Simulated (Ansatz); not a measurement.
## TiTe2 monolayer (1T): from the cell to its phonons

Aim: the vibrations of TiTe2 monolayer (1T), their spectra, and whether the structure is stable.

Main program and level: Ansatz 0.2.0; DFT LDA, scalar-relativistic, plane waves, PAW; PAW set soft_1.

Report form: the programs' logs are mostly left out.

**1. Starting point**

The cell holds 3 atoms: 1 Ti and 2 Te. Its edges and angles: a = 3.730 Å, b = 3.730 Å, c = 20.000 Å, α = 90.0°, β = 90.0°, γ = 120.0°. It derives from TiTe2. Vacuum lies along c.

**2. Bringing the structure to rest**

Harmonic phonons are second derivatives at a point where the forces vanish, and they are wanted at zero stress, so atoms and cell are relaxed first.

The program solves this slab on a cell height of its own, 30.4 Å, in place of the one typed.

The input, input.yaml:

```yaml
crystal:
  lattice:
    - [3.73, 0.0, 0.0]
    - [-1.865, 3.23027, 0.0]
    - [0.0, 0.0, 20.0]
  atoms:
    - { symbol: Ti, position: [0.0, 0.0, 0.5] }
    - { symbol: Te, position: [0.333333, 0.666667, 0.5828] }
    - { symbol: Te, position: [0.666667, 0.333333, 0.4172] }
  periodic: [true, true, false]
kpoints:
  mp_grid: { grid: [15, 15, 1] }
hamiltonian:
  xc: lda
  pseudopotentials: { kind: paw, azcp: { folder: soft_1 }, xc_functional: pbe }
scf:
  occupations: { method: gaussian, width: 0.1 }
output:
  forces: true
  stress: true
  eigenvalues: true
  write_density: true
  write_potential: true
  elf: true
  volumetric_format: npy
relax:
  adjacent_minimum: "off"
  f_tol: 0.005
  max_steps: 80
  cell: { stress_2d_tol: 0.02 }
```

Started as:

```bash
ansatz run input.yaml --threads 4 --pin off --max-ram 16384MiB --backend cpu --events-out ev --progress --plain --runs-dir out
```

The job ended after 32 s (4 threads of Arm Neoverse V2, shared host; peak memory 0.73 GiB).

Step by step:

```tsv
step	energy less that of the first step (eV)	largest force component (eV/Å)	volume (Å³)
1	0.0000	0.2946	366.58
2	-0.0064	0.5767	350.18
3	-0.0440	0.0687	350.99
4	-0.0466	0.0051	347.59
5	-0.0468	0.0009	346.42
6*	-0.0456	0.0009	346.42
```

Relaxation steps marked * repeat the geometry before them on a plane-wave basis chosen anew for their cell, so energy and pressure can jump there.

The run keeps the 12 symmetry operations that it works with, so distortions that break them were not tested.

```tsv
cell as run	before	after	change
a (Å)	3.730	3.626	-2.8 %
b (Å)	3.730	3.626	-2.8 %
```

The atoms that moved most (Å, along periodic axes as changes of fractional coordinates times the final cell, across vacuum about the mean position):

```tsv
atom	dx	dy	dz	length
Te2	0.000	0.000	0.081	0.081
Te3	0.000	0.000	-0.081	0.081
```

The relaxed structure:

```cif
data_structure
_symmetry_space_group_name_H-M 'P 1'
_symmetry_Int_Tables_number 1
_cell_length_a 3.6260
_cell_length_b 3.6260
_cell_length_c 30.4240
_cell_angle_alpha 90.000
_cell_angle_beta 90.000
_cell_angle_gamma 120.000
_cell_volume 346.42
loop_
_atom_site_label
_atom_site_type_symbol
_atom_site_fract_x
_atom_site_fract_y
_atom_site_fract_z
_atom_site_occupancy
Ti1 Ti 0.00000 0.00000 0.32869 1
Te2 Te 0.33333 0.66667 0.38579 1
Te3 Te 0.66667 0.33333 0.27159 1
```

This step gave:

| Item | Value |
| --- | --- |
| gap on the k-mesh | 0 eV |
| area per atom | 3.795 Å² |

Electrostatic potential energy in the ac plane at fractional y = 0.000, with atoms of Ti within 0.2 Å of it. With pseudopotentials it is smooth inside the atoms' cores, unlike the true potential.

Ten even steps from '0' (-15 eV) to '9' (0 eV), each cell a mean:
```
99999999999999
99999999999999
99999999999999
99999999999999
99999999999999
99999999999999
99999999999999
99999999999999
99999999999999
99999999999999
99999999999999
99999999999999
99999999999999
99999988899999
88876421246788
00124666654110
00014666653100
88876421246788
99999888899999
99999999999999
99999999999999
99999999999999
99999999999999
99999999999999
```
Columns run along a (3.6 Å; values clipped at the 3rd and 97th percentile), rows up along c (30.4 Å). Atoms in or near the plane, at fractional coordinates: Ti at (0.00, 0.33).

Valence density in the ac plane at fractional y = 0.000, with atoms of Ti within 0.2 Å of it. It is the smooth field of the valence electrons, not physical close to the nuclei.

Values in units of 1e0 e/Å³, 24 rows by 14 columns, each cell a mean:
```
0.0 0.0 0.0 0.0 0.0 0.0 0.0 0.0 0.0 0.0 0.0 0.0 0.0 0.0
0.0 0.0 0.0 0.0 0.0 0.0 0.0 0.0 0.0 0.0 0.0 0.0 0.0 0.0
0.0 0.0 0.0 0.0 0.0 0.0 0.0 0.0 0.0 0.0 0.0 0.0 0.0 0.0
0.0 0.0 0.0 0.0 0.0 0.0 0.0 0.0 0.0 0.0 0.0 0.0 0.0 0.0
0.0 0.0 0.0 0.0 0.0 0.0 0.0 0.0 0.0 0.0 0.0 0.0 0.0 0.0
0.0 0.0 0.0 0.0 0.0 0.0 0.0 0.0 0.0 0.0 0.0 0.0 0.0 0.0
0.0 0.0 0.0 0.0 0.0 0.0 0.0 0.0 0.0 0.0 0.0 0.0 0.0 0.0
0.0 0.0 0.0 0.0 0.0 0.0 0.0 0.0 0.0 0.0 0.0 0.0 0.0 0.0
0.0 0.0 0.0 0.0 0.0 0.0 0.0 0.0 0.0 0.0 0.0 0.0 0.0 0.0
0.0 0.0 0.0 0.0 0.0 0.0 0.0 0.0 0.0 0.0 0.0 0.0 0.0 0.0
0.0 0.0 0.0 0.0 0.0 0.0 0.0 0.0 0.0 0.0 0.0 0.0 0.0 0.0
0.0 0.0 0.0 0.0 0.0 0.0 0.0 0.0 0.0 0.0 0.0 0.0 0.0 0.0
0.0 0.0 0.0 0.0 0.0 0.0 0.0 0.0 0.0 0.0 0.0 0.0 0.0 0.0
0.0 0.0 0.0 0.0 0.0 0.1 0.1 0.1 0.1 0.1 0.0 0.0 0.0 0.0
0.1 0.1 0.1 0.2 0.2 0.3 0.4 0.4 0.4 0.3 0.2 0.2 0.1 0.1
4.0 3.1 1.5 0.5 0.3 0.2 0.2 0.2 0.2 0.2 0.3 0.7 1.9 3.4
4.8 3.7 1.8 0.5 0.3 0.2 0.2 0.2 0.2 0.2 0.3 0.8 2.2 4.1
0.1 0.1 0.1 0.2 0.3 0.3 0.4 0.4 0.4 0.3 0.2 0.2 0.1 0.1
0.0 0.0 0.0 0.0 0.1 0.1 0.1 0.1 0.1 0.1 0.0 0.0 0.0 0.0
0.0 0.0 0.0 0.0 0.0 0.0 0.0 0.0 0.0 0.0 0.0 0.0 0.0 0.0
0.0 0.0 0.0 0.0 0.0 0.0 0.0 0.0 0.0 0.0 0.0 0.0 0.0 0.0
0.0 0.0 0.0 0.0 0.0 0.0 0.0 0.0 0.0 0.0 0.0 0.0 0.0 0.0
0.0 0.0 0.0 0.0 0.0 0.0 0.0 0.0 0.0 0.0 0.0 0.0 0.0 0.0
0.0 0.0 0.0 0.0 0.0 0.0 0.0 0.0 0.0 0.0 0.0 0.0 0.0 0.0
```
Columns run along a (3.6 Å), rows up along c (30.4 Å). Atoms in or near the plane, at fractional coordinates: Ti at (0.00, 0.33).

ELF in the ac plane at fractional y = 0.000, with atoms of Ti within 0.2 Å of it. It is the smooth field of the valence electrons, not physical close to the nuclei.

Ten even steps from '_' (0.00) to '@' (0.60), each cell a mean:
```
____________________________
____________________________
____________________________
____________________________
____________________________
____________________________
____________________________
____________________________
____________________________
____________________________
____________________________
____________________________
____________________________
____..::==##%%%%%%**==..____
::::==##@@@@@@@@@@@@@@**==::
**##**==++**%%%%##**==++**##
######====**##%%##++==++####
::::==%%@@@@@@@@@@@@@@##==::
____..::++##@@@@%%##==::____
____________....____________
____________________________
____________________________
____________________________
____________________________
```
Columns run along a (3.6 Å), rows up along c (30.4 Å). Atoms in or near the plane, at fractional coordinates: Ti at (0.00, 0.33).

**3. Relaxing to small forces for the phonons**

Phonons need a cell at rest on their own settings, so the relaxation is repeated with tight tolerances on forces and stress, using the mesh and the filling of the phonon run that follows.

The input, input.yaml:

```yaml
crystal:
  lattice:
    - [3.6259977115, 0.0, 0.0]
    - [-1.8129988557, 3.1402061322, 0.0]
    - [0.0, 0.0, 30.424]
  atoms:
    - { symbol: Ti, position: [0.0, 0.0, 0.328687878] }
    - { symbol: Te, position: [0.3333333333, 0.6666666667, 0.3857894039] }
    - { symbol: Te, position: [0.6666666667, 0.3333333333, 0.2715863521] }
  periodic: [true, true, false]
kpoints:
  mp_grid: { grid: [18, 18, 1] }
hamiltonian:
  xc: lda
  pseudopotentials: { kind: paw, azcp: { folder: soft_1 }, xc_functional: pbe }
scf:
  occupations: { method: methfessel_paxton, width: 0.2 }
output:
  forces: true
  stress: true
  eigenvalues: true
relax:
  adjacent_minimum: "off"
  f_tol: 0.001
  max_steps: 60
  cell: { stress_2d_tol: 0.002 }
```

The job ended after 29 s (4 threads; peak memory 0.77 GiB; 1.9 min of CPU time).

Little changed from the start: no atom moved by 0.005 Å and no cell edge by 0.1 %.

This step gave:

```
area per atom : 3.802 Å²
```

The largest force component left is 0.014 meV/Å, within the tolerances set.

**4. Modes at Γ**

The zone centre comes first: it holds the modes that light can see, as far as symmetry allows. No field response is asked, since the mesh shows no gap.

input.yaml, the sections that differ from step 3:

```yaml
crystal:
  lattice:
    - [3.6289399246, 0.0, 0.0]
    - [-1.8144699623, 3.1427541635, 0.0]
    - [0.0, 0.0, 30.424]
  atoms:
    - { symbol: Ti, position: [0.0, 0.0, 0.328687878] }
    - { symbol: Te, position: [0.3333333333, 0.6666666667, 0.3857238736] }
    - { symbol: Te, position: [0.6666666667, 0.3333333333, 0.2716518824] }
  periodic: [true, true, false]
output:
  eigenvalues: true
phonons:
  method: dfpt
# kpoints, hamiltonian, scf: as in step 3
# relax: removed
```

Elapsed: 3.1 min, on 4 threads; peak memory 2.6 GiB; 12 min of CPU time.

This step gave:

- sum-rule residual before enforcement: 6.80e-5 eV/Å²
- point group: -3m
- highest optical mode at the zone centre (no LO-TO term): 278.8 cm⁻¹
- lowest optical zone-centre mode: 97.04 cm⁻¹

Patterns of degenerate modes are one choice out of their space. Modes at Γ, with each element's share of the kinetic energy:

```tsv
mode	frequency (cm⁻¹)	symmetry	Ti %	Te %
1	0.0	acoustic	16	84
2	0.0	acoustic	16	84
3	0.0	acoustic	16	84
4	97.0	Eg	0	100
5	97.0	Eg	0	100
6	141.0	A1g	0	100
7	179.9	Eu	84	16
8	179.9	Eu	84	16
9	278.8	A2u	84	16
```

Displacements in mode 4 (97.0 cm⁻¹), the largest set to 1:
```
Ti1  0.00  0.00  0.00
Te2 -0.05  1.00  0.00
Te3  0.05 -1.00  0.00
```

Displacements in mode 7 (179.9 cm⁻¹), the largest set to 1:
```
Ti1  0.20  1.00  0.00
Te2 -0.04 -0.19  0.00
Te3 -0.04 -0.19  0.00
```

Before it was imposed, the acoustic sum rule was missed by 6.8e-5 eV/Å². Small misses are needed for a sound result but don't prove that mesh and cutoff are converged. The lowest optical mode is real, 97.0 cm⁻¹.

**5. The dispersion**

Stability and thermal properties need the whole zone. Linear response on a 4×4×1 q mesh gives force constants as far as a supercell of that size would.

Changes to input.yaml since step 4:

```diff
@@ -11,3 +11,3 @@
 kpoints:
-  mp_grid: { grid: [18, 18, 1] }
+  mp_grid: { grid: [20, 20, 1] }
 hamiltonian:
@@ -21 +21,10 @@
   method: dfpt
+  qmesh: [4, 4, 1]
+  temperatures: { t_max: 1000, t_step: 50 }
+  qpath:
+    path:
+      - [0.0, 0.0, 0.0]
+      - [0.5, 0.0, 0.0]
+      - [0.33333333, 0.33333333, 0.0]
+      - [0.0, 0.0, 0.0]
+    npoints: 10
```

Elapsed: 23 min, on 4 threads; peak memory 7 GiB; 90 min of CPU time.

This step gave:

```yaml
sum_rule_residual_before_enforcement: 4.22e-5 eV/Å²
lowest_frequency_on_the_path: 0 cm⁻¹
highest_frequency_on_the_path_or_at_a_solved_wavevector: 278.6 cm⁻¹
mean_frequency: 138 cm⁻¹
highest_optical_mode_at_the_zone_centre_no_lo_to_term: 278.6 cm⁻¹
lowest_optical_zone_centre_mode: 96.98 cm⁻¹
lowest_mode_on_the_q_mesh_acoustic_modes_at_gamma_apart: 38.18 cm⁻¹
zero_point_energy_per_atom: 25.64 meV
heat_capacity_at_300_k: 23.84 J/(mol atoms K)
vibrational_entropy_at_300_k: 39.36 J/(mol atoms K)
```

Frequencies (cm⁻¹) solved at each irreducible wavevector; negative means imaginary. Frequencies by wavevector, by row:

```tsv
q in reciprocal lattice units	star	mode 1	mode 2	mode 3	mode 4	mode 5	mode 6	mode 7	mode 8	mode 9
0 0 0	1	0	0	0	97	97	140.9	180.9	180.9	278.6
0 0.25 0	6	38.2	54.4	83.1	101.2	115.3	129.4	164.1	220.3	268.2
0 -0.5 0	3	79.9	82	86.2	102.6	107.8	125.2	141.5	226.2	265.4
0.25 0.25 0	6	71.4	87.1	97.2	119.2	123.2	135.5	216.5	247.2	253.1
```

Interpolated from a 4×4×1 q mesh. The phonon branches at the labelled points (cm⁻¹):

```tsv
point	branch 1	branch 2	branch 3	branch 4	branch 5	branch 6	branch 7	branch 8	branch 9
Γ	0	0	0	97	97	141	181	181	279
halfway	38	54	83	101	115	129	164	220	268
M	80	82	86	103	108	125	142	226	265
halfway	80	90	102	118	120	138	196	226	271
K	83	99	99	124	124	140	226	265	265
halfway	45	65	84	107	118	127	187	222	263
Γ	0	0	0	97	97	141	181	181	279
```

Tetrahedra on a 20×20×1 mesh, mean over bins of 5 cm-1. Interpolated from a 4×4×1 q mesh. The phonon density of states by wavenumber; read off at these points:

wavenumber (cm⁻¹), phonon density of states (1/cm⁻¹/cell) and a bar:
```
        2      0.003 
       12      0.007 #
       22      0.010 ##
       32      0.012 ##
       42      0.017 ####
       48      0.020 ####
       58      0.031 #######
       68      0.039 #########
       78      0.069 ################
       88      0.048 ###########
       98      0.090 ######################
      102      0.110 ###########################
      108      0.044 ##########
      118      0.068 ################
      122      0.123 ##############################
      128      0.076 ##################
      138      0.051 ############
      142      0.020 ####
      152      0.009 ##
      162      0.009 ##
      172      0.015 ###
      182      0.020 ####
      192      0.012 ##
      202      0.012 ##
      212      0.014 ###
      222      0.020 ####
      228      0.057 ##############
      232      0.053 ############
      238      0.016 ###
      248      0.006 #
      258      0.024 #####
      262      0.066 ################
      268      0.059 ##############
      278      0.018 ####
```

The partial phonon density of states has structure finer than the step of the table below, so its rows give means over 10 cm⁻¹, whole bins alone (the curve runs from -10 to 297 cm⁻¹). Peaks (cm⁻¹: height): Te 100.0: 0.117, 121.3: 0.113; Ti 80.7: 0.0141, 179.2: 0.0270, 190.8: 0.0240, 229.4: 0.0476, 264.1: 0.0564.

Phonopy on the run's constants, 19x19x1 mesh, Gaussian sigma 2.2 cm-1. Interpolated from a 4×4×1 q mesh. Partial phonon density of states against wavenumber; means over each step; values in 1/cm⁻¹/cell:

```tsv
wavenumber (cm⁻¹)	Te	Ti
0	0.00171	3.2e-4
10	0.00487	9.1e-4
20	0.00792	0.00147
30	0.00932	0.00174
40	0.0137	0.00254
50	0.0187	0.00360
60	0.0272	0.00574
70	0.0350	0.00818
80	0.0484	0.0122
90	0.0449	0.00806
100	0.0896	0.00775
110	0.0493	0.00186
120	0.0876	0.00282
130	0.0744	0.00429
140	0.0359	0.00191
150	0.00336	0.00356
160	0.00420	0.00792
170	0.00266	0.00989
180	0.00371	0.0187
190	0.00405	0.0159
200	0.00168	0.00651
210	0.00246	0.0102
220	0.00410	0.0184
230	0.00879	0.0406
240	0.00220	0.0115
250	0.00146	0.00939
260	0.00566	0.0370
270	0.00573	0.0388
280	0.00151	0.00818
290	1.4e-6	1.0e-5
```

Harmonic thermodynamic functions per atom, from the density of states. Interpolated from a 4×4×1 q mesh. Thermodynamic functions, by row:

```tsv
T (K)	F_vib (meV/atom)	S (J/mol-atom/K)	C_V (J/mol-atom/K)
0	25.64	0	0
100	18.95	15.64	17.89
200	-5.23	29.91	22.63
300	-41.42	39.36	23.84
400	-85.97	46.29	24.3
500	-136.9	51.74	24.52
600	-192.9	56.22	24.64
700	-253.2	60.03	24.72
800	-317.1	63.33	24.76
900	-384.3	66.25	24.8
1000	-454.4	68.86	24.82
```

Symmetry leaves 4 wavevectors to solve. The lowest mode among them, the acoustic zeros apart, lies at q = (0, 0.25, 0) and is real, 38.2 cm⁻¹.

**6. Another isotope, element Te, natural mass 127.6 amu**

An isotope changes the mass and not the force constants, so no new electronic calculation is needed; the shifts show which modes move this element.

The same force constants with the mass of Te changed from 127.600 to 129.906 u (phonopy, no LO-TO term). Both lists are sorted by frequency; levels can cross, so a row need not hold one and the same mode. Modes under 3 cm⁻¹ are left out. Isotope shifts, by row:

```tsv
q	rank	natural mass (cm⁻¹)	changed mass (cm⁻¹)
0 0 0	4	96.98	96.12
0 0 0	5	96.98	96.12
0 0 0	6	140.9	139.7
0 0 0	7	180.9	180.7
0 0 0	8	180.9	180.7
0 0 0	9	278.6	278.2
0 0.25 0	1	38.18	37.89
0 0.25 0	2	54.43	54.03
0 0.25 0	3	83.08	82.45
0 0.25 0	4	101.2	100.3
0 0.25 0	5	115.3	114.2
0 0.25 0	6	129.4	128.3
0 0.25 0	7	164.1	163.8
0 0.25 0	8	220.3	220
0 0.25 0	9	268.2	267.9
0 -0.5 0	1	79.92	79.91
0 -0.5 0	2	82.02	81.4
0 -0.5 0	3	86.22	85.46
0 -0.5 0	4	102.6	101.8
0 -0.5 0	5	107.8	106.8
0 -0.5 0	6	125.2	124
0 -0.5 0	7	141.5	140.3
0 -0.5 0	8	226.2	225.8
0 -0.5 0	9	265.4	265.2
0.25 0.25 0	1	71.37	70.84
0.25 0.25 0	2	87.11	86.46
0.25 0.25 0	3	97.16	96.39
0.25 0.25 0	4	119.2	118.1
0.25 0.25 0	5	123.2	122.1
0.25 0.25 0	6	135.5	134.3
0.25 0.25 0	7	216.5	216.2
0.25 0.25 0	8	247.2	246.9
0.25 0.25 0	9	253.1	252.8
```

A mode of this element alone would shift by -0.89 %. The highest zone-centre frequency without the field goes from 278.6 to 278.2 cm⁻¹ (-0.1 %). The product of the frequency ratios over all optical modes at Γ is 0.970; the product rule, (m/m′)^(3k/2) (M′/M)^(3/2) with k = 2 such atoms and M the mass of the cell, gives 0.969.

**7. Isotope substitution, element Ti, natural mass 47.867 amu**

The same for Ti, from 47.87 to 49.94 u.

A mode of this element alone would shift by -2.10 %. The highest zone-centre frequency without the field goes from 278.6 to 273.7 cm⁻¹ (-1.8 %). The product of the frequency ratios over all optical modes at Γ is 0.948; the product rule, (m/m′)^(3k/2) (M′/M)^(3/2) with k = 1 such atoms and M the mass of the cell, gives 0.948.

**8. What came out**

```yaml
space_group_after_relaxation_within_0p01_a: P-3m1
area_per_atom: 3.80 Å²
electronic_character: no gap on this mesh
highest_optical_mode_at_the_zone_centre_no_lo_to_term: 279 cm⁻¹
lowest_optical_zone_centre_mode: 97.0 cm⁻¹
lowest_mode_on_the_q_mesh_acoustic_modes_at_gamma_apart: 38.2 cm⁻¹
highest_frequency_on_the_path_or_at_a_solved_wavevector: 279 cm⁻¹
zero_point_energy_per_atom: 25.6 meV
heat_capacity_at_300_k: 23.8 J/(mol atoms K)
vibrational_entropy_at_300_k: 39.4 J/(mol atoms K)
imaginary_modes_on_the_4x4x1_q_mesh: none
```

In words: The structure is a minimum as far as tested: no mode is imaginary at the 4 irreducible wavevectors of the 4×4×1 mesh, and the softest away from the acoustic zeros lies at 38 cm⁻¹. The optical modes at Γ span 97 to 279 cm⁻¹. The highest mode in this list at Γ, 278.8 cm⁻¹, is mostly motion of Ti (84 % of the kinetic energy). With no gap, or one that is small against the smearing, the frequencies hang on the k mesh and the smearing, most of all near Kohn anomalies. In a sheet or slab the interpolated bending branch near Γ is rough, since the rotational sum rule isn't imposed. Spin-orbit coupling is left out, which can matter for the heavy elements here. The PAW files were made for PBE and serve the other functionals too. The starting cell was built on a prototype and not taken from a measurement. These are harmonic frequencies at zero temperature: anharmonic shifts, linewidths and thermal expansion are left out.

[Logs are printed without paths, hosts, clocks, repeated set-up lines and the standing remarks that a program may print on its own settings, such as how far it seeks lower states.]

[Hosts, paths, dates, database ids (printed as entryN), source tags and the programs' standing remarks are cut or masked in the printed files.]
